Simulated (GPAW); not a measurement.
# Screening of a field by Cl/Mo(100), part 2 of 2

Aim: the dipole that a field along the normal induces in Cl/Mo(100).

GPAW 26.7.0; GPAW, PAW setups; slab in vacuum, relaxation (the session's first sound run).

So far. Step 4 (In a field): The dipole is now -0.194 e Å, against -0.074 in the run without a field. Step 5 (Field on): The dipole is now -0.134 e Å, against -0.074 in the run without a field.

### 8. In a field (continued)

The electrostatic potential energy of an electron (without an applied field's), less the Fermi level, planar mean by z:

| z (Å) | electrostatic potential energy of an electron (without an applied field's), less the Fermi level, planar mean (eV) |
| --- | --- |
| 0.0 | 4.71 |
| 0.5 | 4.59 |
| 1.0 | 4.59 |
| 1.5 | 4.59 |
| 2.0 | 4.59 |
| 2.5 | 4.59 |
| 3.0 | 4.59 |
| 3.5 | 4.59 |
| 4.0 | 4.59 |
| 4.5 | 4.58 |
| 5.0 | 4.58 |
| 5.5 | 4.57 |
| 6.0 | 4.53 |
| 6.5 | 4.41 |
| 7.0 | 4.09 |
| 7.5 | 3.15 |
| 8.0 | 0.380 |
| 8.5 | -8.20 |
| 9.0 | -18.6 |
| 9.5 | -10.2 |
| 10.0 | -8.81 |
| 10.5 | -18.9 |
| 11.0 | -12.4 |
| 11.5 | -8.51 |
| 12.0 | -18.4 |
| 12.5 | -14.5 |
| 13.0 | -8.81 |
| 13.5 | -17.9 |
| 14.0 | -14.6 |
| 14.5 | -7.01 |
| 15.0 | -15.4 |
| 15.5 | -17.5 |
| 16.0 | -6.00 |
| 16.5 | -6.56 |
| 17.0 | -16.8 |
| 17.5 | -2.91 |
| 18.0 | 3.34 |
| 18.5 | 4.56 |
| 19.0 | 4.78 |
| 19.5 | 4.82 |
| 20.0 | 4.83 |
| 20.5 | 4.84 |
| 21.0 | 4.84 |
| 21.5 | 4.84 |
| 22.0 | 4.84 |
| 22.5 | 4.84 |
| 23.0 | 4.84 |
| 23.5 | 4.84 |
| 24.0 | 4.84 |
| 24.5 | 4.84 |
| 25.0 | 4.84 |
| 25.5 | 4.81 |

The dipole is now -0.0137 e Å, against -0.074 in the run without a field.

### 9. In a field

File run.py:

```python
import json
import numpy as np
from ase import Atoms
from gpaw import GPAW, PW
from gpaw.external import ConstantElectricField

slab = Atoms(
    ['Mo', 'Mo', 'Mo', 'Mo', 'Mo', 'Cl'],
    positions=[
        [0.00000, 0.00000, 9.00000],
        [1.57500, 1.57500, 10.57500],
        [0.00000, 0.00000, 12.15000],
        [1.57500, 1.57500, 13.68194],
        [-0.00000, 0.00000, 15.29998],
        [1.57500, 1.57500, 16.98002]],
    cell=[[3.15, 0.0, 0.0], [0.0, 3.15, 0.0], [0.0, 0.0, 25.80469]],
    pbc=[True, True, False])

slab.calc = GPAW(mode=PW(400), xc='PBE', kpts={'size': (10, 10, 1), 'gamma': True},
                 occupations={'name': 'fermi-dirac', 'width': 0.1}, nbands='160%',
                 convergence={'density': 1e-05}, maxiter=200,
                 poissonsolver={'dipolelayer': 'xy'},
                 external=ConstantElectricField(0.2, [0, 0, 1]),
                 symmetry={'tolerance': 1e-3}, txt='slab.txt')
result = {}
energy = slab.get_potential_energy()
fermi = slab.calc.get_fermi_level()
v = slab.calc.get_electrostatic_potential().mean((0, 1)) - fermi
n = slab.calc.get_pseudo_density().mean((0, 1))
L = slab.cell[2, 2]
z = np.arange(len(v)) * L / len(v)
low, high = slab.positions[:, 2].min(), slab.positions[:, 2].max()
below, above = np.interp([low - 6.8, high + 6.8], z, v)
slopes = [np.interp(x, z, np.gradient(v, z)) for x in (low - 6.8, high + 6.8)]
eps = np.array([[slab.calc.get_eigenvalues(k, s) for k in range(len(slab.calc.get_ibz_k_points()))]
                for s in range(slab.calc.get_number_of_spins())]) - fermi
top, bottom = eps[eps < 0].max(), eps[eps > 0].min()
dipole = slab.get_dipole_moment()[2]
print(f'energy {energy:.4f} eV, Fermi level {fermi:.4f} eV, dipole {dipole:.5f} e A')
print(f'potential 6.8 A off the faces, from the Fermi level: lower {below:.4f} eV, upper {above:.4f} eV')
print(f'slope of the potential there: lower {slopes[0]:.5f}, upper {slopes[1]:.5f} eV/A')
print(f'nearest levels on the mesh: {top:.4f} and {bottom:.4f} eV')
print('magnetic moment', round(slab.get_magnetic_moment(), 3))
result.update(energy=energy, fermi=fermi, dipole=dipole, below=below, above=above, slopes=slopes, edges=[top, bottom],
              z=z.tolist(), v=v.tolist(), n=n.tolist(), positions=slab.positions.tolist(),
              forces=slab.get_forces(apply_constraint=False).tolist(), moments=slab.get_magnetic_moments().tolist())
json.dump(result, open('result.json', 'w'))
```

Command:

```
$ OMP_NUM_THREADS=1 OPENBLAS_NUM_THREADS=1 python run.py
```

Log:

```text
energy -55.7686 eV, Fermi level 1.6378 eV, dipole 0.04681 e A
potential 6.8 A off the faces, from the Fermi level: lower 5.2033 eV, upper 4.3497 eV
slope of the potential there: lower -0.00015, upper 0.00006 eV/A
nearest levels on the mesh: -0.0177 and 0.0026 eV
magnetic moment 0.0
```

The job ended after 6.5 min (1 thread of Arm Neoverse V2, shared host; peak memory 0.53 GiB).

The electrostatic potential energy of an electron (without an applied field's), less the Fermi level, planar mean oscillates, so the rows of the table below give means over windows of 1.61 Å about each position, cut where the curve ends. Its maxima inside the range that stand out by 2 % of the span (Å: eV): 9.8: -6.76, 11.4: -7.65, 12.9: -8.50, 14.5: -7.14, 16.2: -4.44. Its minima: 9.0: -18.3, 10.5: -19.1, 12.1: -19.7, 13.7: -19.7, 15.3: -20.0, 17.0: -17.4.

Table of electrostatic potential energy of an electron (without an applied field's), less the Fermi level, planar mean by z; means over each step:

| z (Å) | electrostatic potential energy of an electron (without an applied field's), less the Fermi level, planar mean (eV) |
| --- | --- |
| 0.81 | 5.15 |
| 2.42 | 5.20 |
| 4.02 | 5.20 |
| 5.63 | 5.15 |
| 7.24 | 3.83 |
| 8.85 | -10.7 |
| 10.46 | -12.7 |
| 12.07 | -13.4 |
| 13.68 | -13.3 |
| 15.29 | -13.1 |
| 16.90 | -8.79 |
| 18.51 | 3.62 |
| 20.12 | 4.35 |
| 21.73 | 4.35 |
| 23.34 | 4.35 |
| 24.95 | 4.38 |

The dipole is now 0.0468 e Å, against -0.074 in the run without a field.

### 10. In a field

run.py: that of step 9 with these lines changed.

```diff
@@ -22,3 +22,3 @@
                  poissonsolver={'dipolelayer': 'xy'},
-                 external=ConstantElectricField(0.2, [0, 0, 1]),
+                 external=ConstantElectricField(0.3, [0, 0, 1]),
                  symmetry={'tolerance': 1e-3}, txt='slab.txt')
```

Log:

```text
energy -55.7763 eV, Fermi level 1.5982 eV, dipole 0.10755 e A
potential 6.8 A off the faces, from the Fermi level: lower 5.8247 eV, upper 3.8636 eV
slope of the potential there: lower -0.00021, upper 0.00006 eV/A
nearest levels on the mesh: -0.0170 and 0.0013 eV
magnetic moment 0.0
```

It took 6.3 min on 1 thread; peak memory 0.54 GiB.

The dipole is now 0.108 e Å, against -0.074 in the run without a field.

### 11. The series

The members are put on one axis.

This step: induced dipole against applied field (GPAW 26.7.0).

Table of dipole along the normal by field:

```csv
field (V/Å),dipole along the normal (e·Å)
-0.200,-0.194
-0.100,-0.134
-0.050,-0.104
0.000,-0.0739
0.050,-0.0438
0.100,-0.0137
0.200,0.0468
0.300,0.108
```

### 12. Outcome

```
work function, upper and lower face            : 5.324 and 3.976 eV
dipole along the normal                        : -0.0739 e Å
induced dipole per field                       : 0.603 e Å per V/Å
out-of-plane polarisability per area, α/(ε0 A) : 11.0 Å
```

The field induces 0.603 e Å per V/Å, a polarisable thickness α/(ε0 A) of 11.0 Å beside 7.98 Å between the outermost nuclei. A perfect conductor would give the distance between its two image planes; a dielectric of thickness t gives t(1 - 1/ε). The two faces differ by 1.3 eV, the step that the slab's dipole makes (e p/(ε0 A) gives 1.3 eV), so the dipole layer is needed. The induced dipole is linear in the field over this range. The cell of 9.92 Å² holds one Cl, started on one chosen site; other sites and coverages weren't tried. The in-plane lattice was kept as typed, which isn't the functional's own and leaves some strain; spin-orbit coupling and temperature are left out.

[Logs are printed without paths, hosts, clocks, repeated set-up lines and the standing remarks that a program may print on its own settings, such as how far it seeks lower states.]

[Hosts, paths, dates, database ids (printed as entryN), source tags and the programs' standing remarks are cut or masked in the printed files.]
